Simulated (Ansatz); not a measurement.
## Debugging a many-body input for Si3N4 (Fd-3m)

What is wrong with this input for Si3N4 (Fd-3m)?

Calculated with Ansatz 0.2.0; G0W0 on PBE, plane waves, PAW.

### Step 1. Set-up

Symmetry: Fd-3m, No. 227, cubic system. Conventional cell: a = 7.787 Å, b = 7.787 Å, c = 7.787 Å, α = 90.00°, β = 90.00°, γ = 90.00°. Nearest to Si lie 6 N at 1.89 Å. Si has 4 N at 1.79 Å nearest. Nearest to N lie 4 Si at 1.79 to 1.89 Å. Farther neighbours and most contacts between anions are not listed.

Structure file:

```xyz
14
Lattice="0.0000 3.8937 3.8937 3.8937 0.0000 3.8937 3.8937 3.8937 0.0000" Properties=species:S:1:pos:R:3 pbc="T T T"
Si    2.9203    2.9203    0.9734
Si    2.9203    0.9734    2.9203
Si    0.9734    2.9203    2.9203
Si    0.9734    0.9734    0.9734
Si    5.8406    5.8406    5.8406
Si    3.8937    3.8937    3.8937
N     2.8624    2.8624    2.8624
N     6.8719    4.8092    4.8092
N     4.8092    4.8092    6.8719
N     4.8092    6.8719    4.8092
N     4.9251    4.9251    2.8624
N     4.9251    2.8624    4.9251
N     6.8719    6.8719    6.8719
N     2.8624    4.9251    4.9251
```

The cell and positions are those that the Materials Project relaxed with its own functionals (PBE, PBE+U or r2SCAN), kept fixed. This is not the form that Si3N4 usually takes at ambient conditions. The default PAW set here is soft_2. Its files were made with PBE.

### Step 2. First try

File input.yaml:

```yaml
crystal:
  lattice:
    - [0.0, 3.893718, 3.893718]
    - [3.893718, 0.0, 3.893718]
    - [3.893718, 3.893718, 0.0]
  atoms:
    - { symbol: Si, position: [0.125, 0.125, 0.625] }
    - { symbol: Si, position: [0.125, 0.625, 0.125] }
    - { symbol: Si, position: [0.625, 0.125, 0.125] }
    - { symbol: Si, position: [0.125, 0.125, 0.125] }
    - { symbol: Si, position: [0.75, 0.75, 0.75] }
    - { symbol: Si, position: [0.5, 0.5, 0.5] }
    - { symbol: "N", position: [0.367563, 0.367563, 0.367563] }
    - { symbol: "N", position: [0.352689, 0.882437, 0.882437] }
    - { symbol: "N", position: [0.882437, 0.882437, 0.352689] }
    - { symbol: "N", position: [0.882437, 0.352689, 0.882437] }
    - { symbol: "N", position: [0.367563, 0.367563, 0.897311] }
    - { symbol: "N", position: [0.367563, 0.897311, 0.367563] }
    - { symbol: "N", position: [0.882437, 0.882437, 0.882437] }
    - { symbol: "N", position: [0.897311, 0.367563, 0.367563] }
kpoints:
  mp_grid: { grid: [2, 2, 2] }
hamiltonian:
  xc: pbe
scf:
  occupations: { method: fixed }
gw:
  n_empty_bands: 100000
  ecut_chi: 80
  qp_bands: [v4, c4]
  qp_kpoints: band_edges
  screening: { model: contour_deformation }
```

Launch:

```bash
$ ansatz run input.yaml --threads 24 --pin off --max-ram 82944MiB --backend cuda --events-out ev --progress --plain --runs-dir out --devices 1 --max-vram 78GiB
```

Numbers of over 12 decimals in the logs are rounded to 6 here.

The log of the run:

```text
Error: inconsistent input (gw.n_empty_bands, basis.ecutwfc): the count of 100032 bands up to the last of gw.n_empty_bands exceeds the smallest per-k basis n_pw = 2277 of the GW NSCF pass (the SCF k-mesh) (at k = [0.000000, 0.000000, 0.000000] in reciprocal lattice vectors) — raise basis.ecutwfc, or ask for fewer bands where the run can do with them
```

Run time: 0.04 s. Hardware: 24 threads of Arm Neoverse V2, shared host; peak memory 0.035 GiB.

**Diagnosis.**

The input was rejected at the start.

The program's message: “Error: inconsistent input (gw.n_empty_bands, basis.ecutwfc): the count of 100032 bands up to the last of gw.n_empty_bands exceeds the smallest per-k basis n_pw = 2277 of the GW NSCF pass (the SCF k-me …”

The fault: more bands than plane waves. A basis holds no more bands than it has plane waves.

### Step 3. A better input

G0W0 replaces the xc potential by the self-energy, built once from these orbitals. Only a window of levels is corrected, while the sums run over the empty bands that the input names.

Changes to input.yaml since step 2:

```diff
@@ -27,4 +27,4 @@
 gw:
-  n_empty_bands: 100000
-  ecut_chi: 80
+  n_empty_bands: 252
+  ecut_chi: 96
   qp_bands: [v4, c4]
```

The log of the run:

```text
GPUs: using 1 of 1 available (devices: 1).
[...]
device memory: the entry about to start is reckoned to put 2.5 GiB on a device that reports 172.7 GiB free (of which the cap on the GPU budget leaves the run 78.0 GiB)
GPU FFT provider: cuFFT
GPU libraries: cuBLAS 13.8.1, cuFFT 12.4.0, cuSOLVER 12.3.2
GPU matrix products: emulated (plane waves: as basis.precision tells), large ones in fixed point in workspaces of 1.00 GiB
Crystal: 14 atoms, lattice volume = 118.066 Å³
Basis set: ecut = 420 eV, 2277 PW (Γ)
Bands: 46, of which v1, the nominal top of the filled ones, is band 32 counted from 1 (31 counted from 0)
Symmetry: 48 space group operations
[...]
k-points: 3 of 8
[...]
GPU buffer pool allocated for 64000 grid points (all kernels)
GPU transforms: local potential and band sums: pruned to the plane-wave sphere, on 40×40×40
[...]
0    29     10.8786   -22.3093     3.6546   -18.2014  0.7997    10.4239    10.4253  root
     0    30     10.9947   -22.6872     3.5736   -18.6910  0.8016    10.5711    10.5722  root
     0    31     10.9947   -22.6872     3.5736   -18.6910  0.8016    10.5711    10.5722  root
     0    32     10.9947   -22.6872     3.5736   -18.6910  0.8016    10.5711    10.5722  root
     0    33     14.3288    -8.3335    -4.3379   -13.3464  0.8327    15.0063    15.0038  root
     0    34     14.3288    -8.3335    -4.3379   -13.3464  0.8327    15.0063    15.0038  root
     0    35     14.3288    -8.3335    -4.3379   -13.3464  0.8327    15.0063    15.0038  root
     0    36     15.8727    -9.1522    -4.7043   -14.8314  0.8274    16.8533    16.8476  root
[...]
2    33     17.6131    -7.8905    -4.9809   -13.7642  0.8195    18.5121    18.5059  root
     2    34     17.6131    -7.8905    -4.9809   -13.7642  0.8195    18.5121    18.5059  root
     2    35     17.9486    -8.9626    -4.6851   -14.6132  0.8146    18.9216    18.9141  root
     2    36     17.9486    -8.9626    -4.6851   -14.6132  0.8146    18.9216    18.9141  root
[key lines of the parts left out:]
SCF converged after 6 iterations
Free energy (F): -6899.103122 eV
Fermi energy:    10.994721 eV
```

The job ended after 1.5 s (1 × NVIDIA GB200 (shared by 2 runs) with 24 threads; peak memory 1.2 GiB; 3.3 s of CPU time).

Numbers from this step:

```yaml
bands_summed: 284
rpa_eps_infinity_on_this_mesh_eigenvalues: 6.218, 6.218, 6.218
plane_waves_in_the_screening_matrix: 259
q_points_in_the_mesh: 8
g0w0_gap_on_the_mesh: 4.432 eV
k_of_the_valence_top: 0, 0, 0
k_of_the_conduction_bottom: 0, 0, 0
starting_gap_on_the_mesh: 3.334 eV
z_at_the_valence_top: 0.8016
z_at_the_conduction_bottom: 0.8327
least_direct_g0w0_gap_on_the_computed_points: 4.432 eV
```

The gap on the mesh goes from 3.33 eV to 4.43 eV, a correction of +1.10 eV. Between the two edge states, bare exchange in place of the xc potential would open the gap by 9.01 eV, and correlation takes back 7.91 eV.

### Step 4. What came out

- first try: refused after 0.04 s
- better run: G0W0 gap on the mesh 4.43 eV (2×2×2 mesh, 252 empty bands, screening to 96 eV)

What this shows: The second run differs in: empty bands and screening cutoff (eV). Bands and cutoff are finite, so the gap is not at the basis limit. The miss can reach some tenths of an eV and take either sign; the mesh is an error of its own. The 2×2×2 mesh is coarse for this cell (its supercell is 11 Å along the shortest edge). The RPA ε∞ on it, from the PBE start, is 6.22; such meshes misread the long-range screening, most where the gap is narrow.

[Paths, hosts, dates, memory and timing lines, banners, echoed tables and standing remarks are left out of the program output.]

[Logs are printed without paths, hosts, clocks, repeated set-up lines and the standing remarks that a program may print on its own settings, such as how far it seeks lower states.]

[Runs of the session that timed out or met a known fault of the program may be left out.]

[Cells called generated may have been cut or substituted from an entry of the Crystallography Open Database or the Materials Project.]

[Hosts, paths, dates, database ids (printed as entryN), source tags and the programs' standing remarks are cut or masked in the printed files.]
